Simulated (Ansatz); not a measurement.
**A hypothetical structure for RbSb2AsPb2**

This structure for RbSb2AsPb2 is made up. Its elements were placed in a known structure type with a cell scaled to their sizes. What cell does the guess relax to, and how far off was it?

Main program and level: Ansatz 0.2.0; DFT, PBE, plane-wave PAW, files of the set soft_1, scalar-relativistic, no spin, cell and ions relaxed at zero pressure; PAW set soft_1.

### Step 1. The structure

The structure is tetragonal, space group P-4m2 (No. 115). The conventional cell has a = 4.533 Å, b = 4.533 Å, c = 9.942 Å, α = 90.00°, β = 90.00°, γ = 90.00°. Pb has 5 Sb at 3.39 to 3.47 Å and 2 As at 3.52 Å and 2 Rb at 3.52 Å nearest. Nearest to Sb lie 5 Pb at 3.39 to 3.47 Å. Rb has 4 As at 3.21 Å and 4 Pb at 3.52 Å nearest. As has 4 Rb at 3.21 Å nearest. Farther neighbours are not listed.

### Step 2. Relaxing cell and atoms

The guessed cell has no reason to be at equilibrium. It is relaxed with the atoms, within the space group of the guess.

input.yaml reads:

```yaml
crystal:
  lattice:
    - [4.533, 0.0, 0.0]
    - [0.0, 4.533, 0.0]
    - [0.0, 0.0, 9.942]
  atoms:
    - { symbol: Pb, position: [0.5, 0.0, 0.2705] }
    - { symbol: Pb, position: [0.0, 0.5, 0.7295] }
    - { symbol: Sb, position: [0.5, 0.0, 0.6199] }
    - { symbol: Sb, position: [0.0, 0.5, 0.3801] }
    - { symbol: Rb, position: [0.0, 0.0, 0.0] }
    - { symbol: As, position: [0.5, 0.5, 0.0] }
kpoints:
  mp_grid: { grid: [6, 6, 3] }
scf:
  occupations: { method: fermi_dirac, width: 0.05 }
hamiltonian:
  xc: pbe
  pseudopotentials: { kind: paw, azcp: { folder: soft_1 } }
relax:
  f_tol: 0.015
  max_steps: 70
  cell: {}
output:
  forces: true
  stress: true
```

The run is started by

```bash
ansatz run input.yaml --threads 4 --pin off --max-ram 10240MiB --backend cpu --events-out ev --progress --plain --runs-dir out
```

Numbers of over 12 decimals in the logs are rounded to 6 here.

The program printed:

```text
Engine: ansatz 0.2.0, aarch64-unknown-linux-gnu
Pseudopotentials: kind: paw
Pseudopotential: Pb, paw, valence charge 14, recommended cutoff 420 eV (normal), soft_1/Pb.paw.azcp
Pseudopotential: Sb, paw, valence charge 15, recommended cutoff 420 eV (normal), soft_1/Sb.paw.azcp
Pseudopotential: Rb, paw, valence charge 9, recommended cutoff 420 eV (normal), soft_1/Rb.paw.azcp
Pseudopotential: As, paw, valence charge 15, recommended cutoff 420 eV (normal), soft_1/As.paw.azcp
Functional definition: PBE
  parameter kappa = 0.804
  parameter beta = 0.066725
  exchange = pbe_x(kappa = kappa, mu = beta*pi^2/3)
  correlation = pbe_c(beta = beta)
Crystal: 6 atoms, lattice volume = 204.289 Å³
Basis set: ecut = 420 eV, 3993 PW (Γ), exchange–correlation on 64×64×144 points (8 copies of the dense FFT grid, shifted against one another)
Bands: 50, of which v1, the nominal top of the filled ones, is band 41 counted from 1 (40 counted from 0)
Symmetry: 8 space group operations
Space group: P-4m2 (ITA 115), of the structure as read, at distance tolerance 5.9e-5 Å
k-points: 20 of 108 (time reversal used)
Non-local potential: Pb, projectors of the file, l = 0: 2, l = 1: 2, l = 2: 2, l = 3: 1
Non-local potential: Sb, projectors of the file, l = 0: 2, l = 1: 2, l = 2: 2, l = 3: 1
Non-local potential: Rb, projectors of the file, l = 0: 3, l = 1: 2, l = 2: 2
Non-local potential: As, projectors of the file, l = 0: 2, l = 1: 2, l = 2: 3, l = 3: 1
PAW form: soft (Blöchl's): semilocal exchange-correlation on the pseudo side does not see the compensation charge
PAW one-centre angular grid: Pb, 590 points (default); XC on 64 Gauss nodes
PAW one-centre angular grid: Sb, 590 points (default); XC on 64 Gauss nodes
PAW one-centre angular grid: Rb, 110 points (default); XC on 64 Gauss nodes
PAW one-centre angular grid: As, 590 points (default); XC on 64 Gauss nodes
Initial density: superposition of atomic densities (chi_scale 0.1, normalization cell, long waves kept (reshape's long-wave potential 0.30 eV rms))
Initial wavefunctions: pseudopotential atomic-orbital guess
Functional: x = pbe(κ = 0.804, μ = 0.219515), c = pbe(β = 0.066725)
SCF iter   1: F=—  HF=-44914.978669 eV  |F-HF|=—  |Δ(HF+E_count)|=         —  Δρ=4.20e-2  dr2=3.78e1  ethr=3.10e-3  ⟨swp⟩=8.8  Hψ=4572  notcnv=0  defer=1
preconditioner: auto → Kerker (q_TF=auto, 2.343 Å⁻¹)  [metal: Δε(μ)=0.042 eV  Ē_g=12.390 eV  σ=0.050 eV  W_gap=0.21  n_scr=46 (ndim 8)  ℏωp=18.4 eV  f_vac=0.000  D(μ)=4.49/eV (n_scr^D=30)]
SCF iter   2: F=—  HF=-44911.803522 eV  |F-HF|=—  |Δ(HF+E_count)|=    3.18e0  Δρ=2.69e-2  dr2=2.02e1  ethr=3.10e-3  ⟨swp⟩=4.0  Hψ=2245  notcnv=0  defer=33
SCF iter   3: F=—  HF=-44909.112227 eV  |F-HF|=—  |Δ(HF+E_count)|=    2.69e0  Δρ=1.77e-2  dr2=1.56e0  ethr=3.10e-3  ⟨swp⟩=4.5  Hψ=2343  notcnv=0  defer=23
SCF iter   4: F=—  HF=-44908.887784 eV  |F-HF|=—  |Δ(HF+E_count)|=   2.24e-1  Δρ=7.05e-3  dr2=9.12e-1  ethr=1.90e-3  ⟨swp⟩=2.0  Hψ=2123  notcnv=0  defer=24
SCF iter   5: F=—  HF=-44908.752996 eV  |F-HF|=—  |Δ(HF+E_count)|=   1.35e-1  Δρ=4.16e-3  dr2=4.62e-1  ethr=1.11e-3  ⟨swp⟩=2.4  Hψ=1310  notcnv=0  defer=25
SCF iter   6: F=—  HF=-44908.687630 eV  |F-HF|=—  |Δ(HF+E_count)|=   6.54e-2  Δρ=1.51e-3  dr2=1.71e-2  ethr=5.63e-4  ⟨swp⟩=3.0  Hψ=1262  notcnv=0  defer=25
SCF iter   7: F=—  HF=-44908.685708 eV  |F-HF|=—  |Δ(HF+E_count)|=   1.92e-3  Δρ=6.65e-4  dr2=8.29e-3  ethr=2.09e-5  ⟨swp⟩=2.0  Hψ=1881  notcnv=0  defer=25
SCF iter   8: F=—  HF=-44908.685497 eV  |F-HF|=—  |Δ(HF+E_count)|=   2.11e-4  Δρ=4.47e-4  dr2=2.93e-3  ethr=1.01e-5  ⟨swp⟩=1.8  Hψ=1003  notcnv=0  defer=25
SCF iter   9: F=—  HF=-44908.685342 eV  |F-HF|=—  |Δ(HF+E_count)|=   1.55e-4  Δρ=1.05e-4  dr2=7.46e-5  ethr=3.57e-6  ⟨swp⟩=1.0  Hψ=975  notcnv=0  defer=25
SCF iter  10: F=—  HF=-44908.685463 eV  |F-HF|=—  |Δ(HF+E_count)|=   1.21e-4  Δρ=4.02e-5  dr2=9.15e-6  ethr=9.10e-8  ⟨swp⟩=2.5  Hψ=1545  notcnv=0  defer=25
SCF iter  11: F=—  HF=-44908.685464 eV  |F-HF|=—  |Δ(HF+E_count)|=   1.20e-6  Δρ=1.21e-5  dr2=7.12e-7  ethr=1.12e-8  ⟨swp⟩=2.5  Hψ=1691  notcnv=0  defer=25
SCF iter  12: F=-44908.685464 eV  HF=-44908.685464 eV  |F-HF|=7.68e-8  |Δ(HF+E_count)|=   6.06e-8  Δρ=4.55e-6  dr2=8.82e-8  ethr=1.22e-10  ⟨swp⟩=3.8  Hψ=4364  notcnv=0
SCF 1 converged in 12 iterations: F = -44908.685464 eV  dr2 = 8.82e-8
  greatest PAW one-centre occupation: 0.999 electrons in one spin orbital (limit 2), on the As atom at site 5 (counted from 0), in its partial waves of l = 2
relax step   1: F+E_penalty+E_count = -44908.68546403 eV  Δ(F+E_penalty+E_count) = +0.000e0 eV  max|allowed force component| = 4.116e-1 eV/Å  Δτ_max = 0.0000 Å  P = -1.832 GPa  Ω = 204.289 Å³  (12 SCF iters, dr2 threshold 1.00e-7 eV, accepted)
Crystal: 6 atoms, lattice volume = 193.089 Å³
Basis set: ecut = 420 eV, 3799 PW (Γ), exchange–correlation on 64×64×144 points (8 copies of the dense FFT grid, shifted against one another)
Initial density: handed on by an earlier stage of this run
Initial wavefunctions: those handed on with the density
iter 1 solved again at ethr=6.20e-4 eV; its pass at ethr=3.10e-3 eV (dr2=5.09e-1 eV) is discarded
SCF iter   1: F=—  HF=-44908.982872 eV  |F-HF|=—  |Δ(HF+E_count)|=         —  Δρ=5.16e-3  dr2=5.05e-1  ethr=6.20e-4  ⟨swp⟩=2.2  Hψ=5490  notcnv=0
preconditioner: auto → Kerker (q_TF=auto, 2.365 Å⁻¹)  [metal: Δε(μ)=0.044 eV  Ē_g=12.910 eV  σ=0.050 eV  W_gap=0.21  n_scr=38 (ndim 8)  ℏωp=18.9 eV  f_vac=0.000  D(μ)=4.77/eV (n_scr^D=38)]
SCF iter   2: F=—  HF=-44908.954834 eV  |F-HF|=—  |Δ(HF+E_count)|=   2.80e-2  Δρ=2.92e-3  dr2=1.93e-1  ethr=6.16e-4  ⟨swp⟩=1.0  Hψ=1000  notcnv=0
SCF iter   3: F=—  HF=-44908.937514 eV  |F-HF|=—  |Δ(HF+E_count)|=   1.73e-2  Δρ=9.45e-4  dr2=7.22e-3  ethr=2.35e-4  ⟨swp⟩=2.9  Hψ=1169  notcnv=0
SCF iter   4: F=—  HF=-44908.937052 eV  |F-HF|=—  |Δ(HF+E_count)|=   4.62e-4  Δρ=6.72e-4  dr2=2.47e-3  ethr=8.81e-6  ⟨swp⟩=2.0  Hψ=1824  notcnv=0
SCF iter   5: F=—  HF=-44908.935776 eV  |F-HF|=—  |Δ(HF+E_count)|=   1.28e-3  Δρ=2.86e-4  dr2=4.78e-4  ethr=3.02e-6  ⟨swp⟩=2.0  Hψ=1820  notcnv=0
SCF iter   6: F=—  HF=-44908.935831 eV  |F-HF|=—  |Δ(HF+E_count)|=   5.57e-5  Δρ=1.00e-4  dr2=2.62e-5  ethr=5.83e-7  ⟨swp⟩=2.0  Hψ=1825  notcnv=0
SCF iter   7: F=—  HF=-44908.935835 eV  |F-HF|=—  |Δ(HF+E_count)|=   3.97e-6  Δρ=2.63e-5  dr2=2.05e-6  ethr=3.20e-8  ⟨swp⟩=2.0  Hψ=1301  notcnv=0
SCF iter   8: F=-44908.935835 eV  HF=-44908.935835 eV  |F-HF|=2.61e-7  |Δ(HF+E_count)|=   4.93e-8  Δρ=1.01e-5  dr2=4.43e-7  ethr=7.32e-10  ⟨swp⟩=5.0  Hψ=4258  notcnv=0
SCF 2 converged in 8 iterations: F = -44908.935835 eV  dr2 = 4.43e-7
[...]
SCF iter   8: F=-44909.051758 eV  HF=-44909.051758 eV  |F-HF|=1.74e-8  |Δ(HF+E_count)|=   3.26e-7  Δρ=7.48e-6  dr2=1.74e-7  ethr=7.32e-10  ⟨swp⟩=5.3  Hψ=4085  notcnv=0
SCF 3 converged in 8 iterations: F = -44909.051758 eV  dr2 = 1.74e-7
relax step   3: F+E_penalty+E_count = -44909.05175765 eV  Δ(F+E_penalty+E_count) = -1.159e-1 eV  max|allowed force component| = 4.740e-1 eV/Å  Δτ_max = 0.0955 Å  P = +0.832 GPa  Ω = 188.209 Å³  energy of the carried Pulay correction = +1.660e-3 eV  (8 SCF iters, dr2 threshold 6.00e-7 eV, accepted)
[... from here on, the SCF cycles and remarks between the steps are left out ...]
relax step   4: F+E_penalty+E_count = -44909.23212502 eV  Δ(F+E_penalty+E_count) = -1.804e-1 eV  max|allowed force component| = 4.162e-1 eV/Å  Δτ_max = 0.1962 Å  P = +0.325 GPa  Ω = 188.171 Å³  energy of the carried Pulay correction = +1.664e-3 eV  (9 SCF iters, dr2 threshold 6.00e-7 eV, accepted)
relax step   5: F+E_penalty+E_count = -44909.41069721 eV  Δ(F+E_penalty+E_count) = -1.786e-1 eV  max|allowed force component| = 4.146e-1 eV/Å  Δτ_max = 0.1917 Å  P = +0.453 GPa  Ω = 186.346 Å³  energy of the carried Pulay correction = +1.861e-3 eV  (8 SCF iters, dr2 threshold 6.00e-7 eV, accepted)
relax step   6: F+E_penalty+E_count = -44909.54692985 eV  Δ(F+E_penalty+E_count) = -1.362e-1 eV  max|allowed force component| = 1.977e-1 eV/Å  Δτ_max = 0.1983 Å  P = +0.191 GPa  Ω = 186.828 Å³  energy of the carried Pulay correction = +1.809e-3 eV  (8 SCF iters, dr2 threshold 6.00e-7 eV, accepted)
relax step   7: F+E_penalty+E_count = -44909.61152972 eV  Δ(F+E_penalty+E_count) = -6.460e-2 eV  max|allowed force component| = 1.444e-1 eV/Å  Δτ_max = 0.1952 Å  P = +0.029 GPa  Ω = 188.260 Å³  energy of the carried Pulay correction = +1.655e-3 eV  (8 SCF iters, dr2 threshold 6.00e-7 eV, accepted)
relax step   8: F+E_penalty+E_count = -44909.62527492 eV  Δ(F+E_penalty+E_count) = -1.375e-2 eV  max|allowed force component| = 8.629e-2 eV/Å  Δτ_max = 0.0532 Å  P = +0.251 GPa  Ω = 187.364 Å³  energy of the carried Pulay correction = +1.751e-3 eV  (8 SCF iters, dr2 threshold 6.00e-7 eV, accepted)
relax step   9: F+E_penalty+E_count = -44909.63644868 eV  Δ(F+E_penalty+E_count) = -1.117e-2 eV  max|allowed force component| = 2.365e-2 eV/Å  Δτ_max = 0.0915 Å  P = -0.134 GPa  Ω = 190.170 Å³  energy of the carried Pulay correction = +1.451e-3 eV  (7 SCF iters, dr2 threshold 6.00e-7 eV, accepted)
relax step  10: F+E_penalty+E_count = -44909.63737698 eV  Δ(F+E_penalty+E_count) = -9.283e-4 eV  max|allowed force component| = 1.097e-2 eV/Å  Δτ_max = 0.0296 Å  P = +0.041 GPa  Ω = 189.452 Å³  energy of the carried Pulay correction = +1.527e-3 eV  (8 SCF iters, dr2 threshold 5.00e-8 eV, accepted)
relax step  11: F+E_penalty+E_count = -44909.63742597 eV  Δ(F+E_penalty+E_count) = -4.899e-5 eV  max|allowed force component| = 2.629e-3 eV/Å  Δτ_max = 0.0050 Å  P = -0.002 GPa  Ω = 189.622 Å³  energy of the carried Pulay correction = +1.509e-3 eV  (7 SCF iters, dr2 threshold 1.57e-8 eV, accepted)
Basis set: ecut = 420 eV, 3677 PW (Γ), exchange–correlation on 64×64×120 points (8 copies of the dense FFT grid, shifted against one another)
Initial wavefunctions: pseudopotential atomic-orbital guess (no wavefunctions were taken with the density)
iter 1 solved again at ethr=1.96e-7 eV; its pass at ethr=3.10e-3 eV (dr2=1.60e-4 eV) is discarded
SCF iter   1: F=—  HF=-44909.637126 eV  |F-HF|=—  |Δ(HF+E_count)|=         —  Δρ=1.03e-4  dr2=2.37e-6  ethr=1.96e-7  ⟨swp⟩=4.5  Hψ=7566  notcnv=0
preconditioner: auto → Kerker (q_TF=auto, 2.373 Å⁻¹)  [metal: Δε(μ)=0.019 eV  Ē_g=12.986 eV  σ=0.050 eV  W_gap=0.10  n_scr=38 (ndim 8)  ℏωp=19.1 eV  f_vac=0.001  D(μ)=5.35/eV (n_scr^D=38)]
SCF iter   2: F=—  HF=-44909.637161 eV  |F-HF|=—  |Δ(HF+E_count)|=   3.47e-5  Δρ=5.50e-5  dr2=7.01e-7  ethr=2.89e-9  ⟨swp⟩=2.0  Hψ=1815  notcnv=0
SCF iter   3: F=—  HF=-44909.637170 eV  |F-HF|=—  |Δ(HF+E_count)|=   9.47e-6  Δρ=3.54e-6  dr2=2.79e-8  ethr=8.55e-10  ⟨swp⟩=2.0  Hψ=1765  notcnv=0
SCF iter   4: F=—  HF=-44909.637170 eV  |F-HF|=—  |Δ(HF+E_count)|=   5.44e-9  Δρ=1.24e-6  dr2=1.66e-9  ethr=3.41e-11  ⟨swp⟩=2.0  Hψ=1825  notcnv=0
SCF iter   5: F=—  HF=-44909.637170 eV  |F-HF|=—  |Δ(HF+E_count)|=   3.33e-9  Δρ=2.56e-7  dr2=1.92e-10  ethr=2.03e-12  ⟨swp⟩=2.0  Hψ=1825  notcnv=0
SCF iter   6: F=—  HF=-44909.637170 eV  |F-HF|=—  |Δ(HF+E_count)|=  2.18e-11  Δρ=1.15e-7  dr2=7.13e-11  ethr=1.00e-12  ⟨swp⟩=5.0  Hψ=3531  notcnv=0
SCF iter   7: F=-44909.637170 eV  HF=-44909.637170 eV  |F-HF|=0.00e0  |Δ(HF+E_count)|=  7.28e-12  Δρ=4.50e-8  dr2=2.18e-11  ethr=1.00e-12  ⟨swp⟩=4.0  Hψ=3030  notcnv=0
SCF 12 converged in 7 iterations: F = -44909.637170 eV  dr2 = 2.18e-11
relax step  12: F+E_penalty+E_count = -44909.63717021 eV  Δ(F+E_penalty+E_count) = +2.558e-4 eV  max|allowed force component| = 2.654e-3 eV/Å  Δτ_max = 0.0000 Å  P = -0.006 GPa  Ω = 189.622 Å³  stress off target by 2.31e-2 GPa  SCF on the basis re-selected at this cell (its energy is not comparable with the rows above)  (7 SCF iters)
basis re-selected at this cell: Δ(F+E_penalty+E_count) = +2.558e-4 eV, ΔP = -0.004 GPa vs the last step (what re-selecting the basis moved, of the pressure what is left beyond the Pulay correction that the steps carried, after the strain that the cell walked since its last selection, with what the two solves' SCF thresholds leave and, on support functions, any second-order correction that the steps lacked; it is no measure of the basis error at this ecutwfc). The dense FFT grid was sized anew with the basis: this SCF ran on 32×32×60 points, the steps before it on 32×32×72, so part of this shift can come from that change (see relax.cell in the input reference). [rest of the remark cut]
SCF converged after 7 iterations
Free energy (F): -44909.637170 eV
Harris-Foulkes:  -44909.637170 eV  (|F-HF|=0.00e0)
Internal energy: -44909.595603 eV  (E = F + TS)
E sigma→0 (E₀):  -44909.616387 eV
Entropy (-TS):   -0.041567 eV (-6.928 meV/atom)
Fermi energy:    8.534205 eV
--- Per-component energies (eV) ---
  E_band       = -791.345981
  E_kinetic    = 1185.873750
  E_local      = -8044.673277  (includes V_loc(G=0)·N_el)
  E_nonlocal   = 1184.329219
  E_hartree    = 3472.480196
  E_xc         = -801.526114
  E_vxc        = -657.395732  (∫ρ·V_xc dr)
  E_paw        = -34508.395684  (= ΣΔE_a)
  E_vpaw       = -1404.440592  (= ΣTr[D̂ρ^β])
  E_aug_tail   = 0.000233  (compensation charges beyond the density's cutoff)
  E_ewald      = -7397.683926
  E_smearing   = -0.041567  (= −TS)
  E_closure    = -0.000000  (closes the sum)
  Σ components = -44909.637170   (vs F -44909.637170, Δ=0.00e0)
--- Forces (eV/Å), atoms counted from 1 ---
  atom   1  Pb     0.00000000     0.00000000     0.00238582
  atom   2  Pb     0.00000000    -0.00000000    -0.00238582
  atom   3  Sb    -0.00000000     0.00000000    -0.00265375
  atom   4  Sb     0.00000000     0.00000000     0.00265375
  atom   5  Rb     0.00000000     0.00000000     0.00000000
  atom   6  As     0.00000000     0.00000000     0.00000000
  max |Σ_I F_I| component: 7.37e-17 eV/Å
--- Stress (GPa, compression-positive) ---
        0.003246       0.000000       0.000000
        0.000000       0.003246       0.000000
        0.000000       0.000000      -0.023126
  P = ⅓ Tr σ = -0.0055 GPa (-0.055 kbar)
--- Relaxed structure (11 steps of the walk, 11 accepted, 1 SCFs on fresh bases) ---
  F+E_penalty+E_count = -44909.63717021 eV   max|allowed force component| = 2.654e-3 eV/Å   (the final SCF, on the basis selected at the relaxed cell)
  cell:  # Å, volume = 189.6223 Å³
    - [4.742346, 0, 0]
    - [0, 4.742346, 0.0]
    - [0, 0.0, 8.431463]
  atoms:
    - { symbol: Pb, position: [0.5, 0, 0.342526] }
    - { symbol: Pb, position: [0, 0.5, 0.657474] }
    - { symbol: Sb, position: [0.5, 0, 0.711219] }
    - { symbol: Sb, position: [0, 0.5, 0.288781] }
    - { symbol: Rb, position: [0, 0, -5.234530706025367e-19] }
    - { symbol: As, position: [0.5, 0.5, -5.234530706025367e-19] }
```

Run time: 49 s. Hardware: 4 threads of Arm Neoverse V2, shared host; peak memory 0.61 GiB.

The steps of the relaxation:

```csv
step,energy less that of the first step (eV),largest force component (eV/Å),pressure (GPa),volume (Å³)
1,0.0000,0.4116,-1.83,204.29
2,-0.2504,0.2182,-0.21,193.09
3,-0.3663,0.4740,0.83,188.21
4,-0.5467,0.4162,0.32,188.17
5,-0.7252,0.4146,0.45,186.35
6,-0.8615,0.1977,0.19,186.83
7,-0.9261,0.1444,0.03,188.26
8,-0.9398,0.0863,0.25,187.36
9,-0.9510,0.0236,-0.13,190.17
10,-0.9519,0.0110,0.04,189.45
11,-0.9520,0.0026,0.00,189.62
12*,-0.9517,0.0027,-0.01,189.62
```

Relaxation steps marked * repeat the geometry before them on a plane-wave basis chosen anew for their cell, so energy and pressure can jump there.

Forces are held to the 8 operations that the run works with; a distortion that breaks them can't arise in this run.

```csv
cell as run,before,after,change
a (Å),4.533,4.742,+4.6 %
b (Å),4.533,4.742,+4.6 %
c (Å),9.942,8.431,-15.2 %
volume (Å³/atom),34.05,31.60,-7.2 %
```

The atoms that moved most (Å, as changes of fractional coordinates times the final cell):

```csv
atom,dx,dy,dz,length
Sb4,0.000,0.000,-0.770,0.770
Sb3,0.000,0.000,0.770,0.770
Pb2,0.000,0.000,-0.607,0.607
Pb1,0.000,0.000,0.607,0.607
```

The relaxed structure:

```xyz
6
Lattice="4.7423 0.0000 0.0000 0.0000 4.7423 0.0000 0.0000 0.0000 8.4315" Properties=species:S:1:pos:R:3 pbc="T T T"
Pb    2.3712    0.0000    2.8880
Pb    0.0000    2.3712    5.5435
Sb    2.3712    0.0000    5.9966
Sb    0.0000    2.3712    2.4348
Rb    0.0000    0.0000    0.0000
As    2.3712    2.3712    0.0000
```

Numbers from this step:

| Item | Value |
| --- | --- |
| free energy | -44909.6372 eV |
| energy at zero smearing | -44909.6164 eV |
| smearing term TS | 0.04157 eV |
| Fermi energy | 8.534 eV |
| electrons | 82 |
| symmetry operations | 8 |
| pressure | -0.005545 GPa |

The shortest distance of each pair, which need not be the same contact before and after:

```csv
pair,guess (Å),relaxed (Å)
Pb–Sb,3.385,3.109
As–Rb,3.205,3.353
As–Sb,4.407,3.399
Rb–Sb,4.407,3.399
Pb–Rb,3.517,3.737
```

The relaxation ends with a largest force component of 0.0027 eV/Å and a pressure of -0.01 GPa.

### Step 3. What came out

```json
{"space group, relaxed": "P-4m2", "conventional cell": "a = 4.742, b = 4.742, c = 8.431 Å; α = 90.0°, β = 90.0°, γ = 90.0°", "volume per atom": "31.60 Å³ (guess 34.05)"}
```

What this shows: RbSb2AsPb2 relaxes to P-4m2 with a = 4.742, b = 4.742 and c = 8.431 Å. The guessed volume was 8 % too large. The space group P-4m2 was held in the relaxation, so the end point is a stationary structure within it and may be a saddle against distortions or other arrangements. Mesh and cutoff weren't tested. A vector of the cell changed its length by 15 %, more than the volume shows. Spin-orbit coupling is left out, which can matter for elements this heavy. No dispersion term is used, so weakly bound directions may come out too long. Nothing here tests whether the compound is stable against decomposition.

[Logs are printed without paths, hosts, clocks, repeated set-up lines and the standing remarks that a program may print on its own settings, such as how far it seeks lower states.]

[Hosts, paths, dates, database ids (printed as entryN), source tags and the programs' standing remarks are cut or masked in the printed files.]
